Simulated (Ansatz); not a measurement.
# Surface energy of Ru against broken bonds

Calculated with Ansatz 0.2.0: Kohn-Sham DFT, PBEsol, PAW (set soft_2), plane waves; cutoff 420 eV, fermi-dirac smearing of 0.1 eV; level PBEsol. Slabs were relaxed with PBE at fixed cell edges. The surface energy is the slab's free energy less that of as many bulk atoms, over twice the area. Neighbours are counted within 3.18 Å in the slab as cut, where a bulk atom has 12.

| missing neighbours (per Å²) | surface energy (J/m²) | face |
| --- | --- | --- |
| 0.4699 | 3.011 | Ru(001) |
| 0.5163 | 3.381 | Ru(100) |
| 0.5280 | 3.355 | Ru(101) |
| 0.5793 | 3.607 | Ru(102) |
| 0.5874 | ? | ? |
| 0.5962 | 3.835 | Ru(110) |
| 0.6157 | 3.788 | Ru(111) |

**Question.** Fit a straight line to the rows given and interpolate to the withheld row.

Worked fit:

In a broken-bond picture the surface energy v is a line in u, the number of missing neighbours per area.

| u (per Å²) | v (J/m²) |
| --- | --- |
| 0.469949 | 3.0106 |
| 0.516342 | 3.3807 |
| 0.527975 | 3.3548 |
| 0.579252 | 3.6066 |
| 0.596220 | 3.8353 |
| 0.615680 | 3.7879 |

With n = 6: mean u = 0.550903, mean v = 3.49598, Σ(u − ū)² = 0.015327, Σ(u − ū)(v − v̄) = 0.083937. Slope b = 0.083937 / 0.015327 = 5.4764; intercept a = v̄ − b ū = 0.47901.

At u = 0.5874, v = a + b u.

Prediction at 0.5874: 3.696 J/m². The run gave 3.624 J/m², so the fit is high by 0.072 J/m² (2.0 % of the value).

The withheld face is Ru(112). The slope is worth 0.34 eV a missing neighbour; a pure pair model would have no intercept, and this fit has 0.48 J/m². The count doesn't put all faces in the order of their energies. Among the rows given, the largest miss of the fit is at 0.5962, by 0.091 J/m² (11 % of the range of the table).

Limits: Thin slabs, unlike meshes and one lattice constant for all functionals.

[Hosts, paths, dates, database ids (printed as entryN), source tags and the programs' standing remarks are cut or masked in the printed files.]
